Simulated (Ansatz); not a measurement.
Records of electronic-structure calculations.

```
! title: BaWO4 (I4_1/a): band gap by G0W0 on HSE06
! method: G0W0 on HSE06, plane waves, PAW (and 1 further level or step)
! program: Ansatz 0.2.0
! settings of one run: cutoff 420 eV, 4×4×4 k-mesh, default PAW, empty bands 1029, screening cutoff 170 eV, screening contour deformation, QP bands (v4, c4)
! cost: 2 runs, 8.7 min in all on 1 × NVIDIA H100 80GB HBM3 (shared by 6 runs) with 3 threads of AMD EPYC 7R13 (Zen 3), shared host (the runs of this entry)
! notes: In doubt: masses and optical values from hybrid runs of this build are listed as unsure (in some of the runs), which bears on the screening that GW takes from such a start. The cell and positions are those that the Materials Project relaxed with its own functionals (PBE, PBE+U or r2SCAN), kept fixed. Limits: no spin-orbit coupling. The differences hold parts that these runs do not separate: finite bands, cutoffs and mesh, points of the zone that were not corrected, the start of G0W0, spin-orbit coupling missing from it, static nuclei, no electron-hole attraction, a cell that is not a measured one, and what each experiment reads as the gap. [rest of the remark cut]
! HSE06 gap over mesh and listed points: 6.239 eV, from k = Γ to k = (0.500, 0.500, -0.500)
! G0W0@HSE06 gap over all 14 irreducible mesh points: 7.439 eV, from k = Γ to k = (-0.500, -0.500, -0.500)
! GW settings: 4×4×4 mesh, 1029 empty bands, screening to 170 eV
! known limits: finite bands, screening cutoff and k mesh; no spin-orbit coupling in G0W0
CELL_PARAMETERS angstrom
-2.83337 2.83337 6.36927
2.83337 -2.83337 6.36927
2.83337 2.83337 -6.36927
ATOMIC_POSITIONS crystal
Ba 0.25000 0.75000 0.50000
Ba 0.50000 0.50000 0.00000
W 0.75000 0.25000 0.50000
W 0.00000 0.00000 0.00000
O 0.15214 0.04689 0.35624
O 0.69065 0.79590 0.64376
O 0.05935 0.45410 0.85624
O 0.54590 0.40214 0.60525
O 0.20410 0.84786 0.89475
O 0.95311 0.30935 0.10525
O 0.79689 0.94065 0.39475
O 0.59786 0.20311 0.14376
```

[Paths, hosts, dates, memory and timing lines, banners, echoed tables and standing remarks are left out of the program output.]

[Logs are printed without paths, hosts, clocks, repeated set-up lines and the standing remarks that a program may print on its own settings, such as how far it seeks lower states.]

[Runs of the session that timed out or met a known fault of the program may be left out.]

[Cells called generated may have been cut or substituted from an entry of the Crystallography Open Database or the Materials Project.]

[Hosts, paths, dates, database ids (printed as entryN), source tags and the programs' standing remarks are cut or masked in the printed files.]
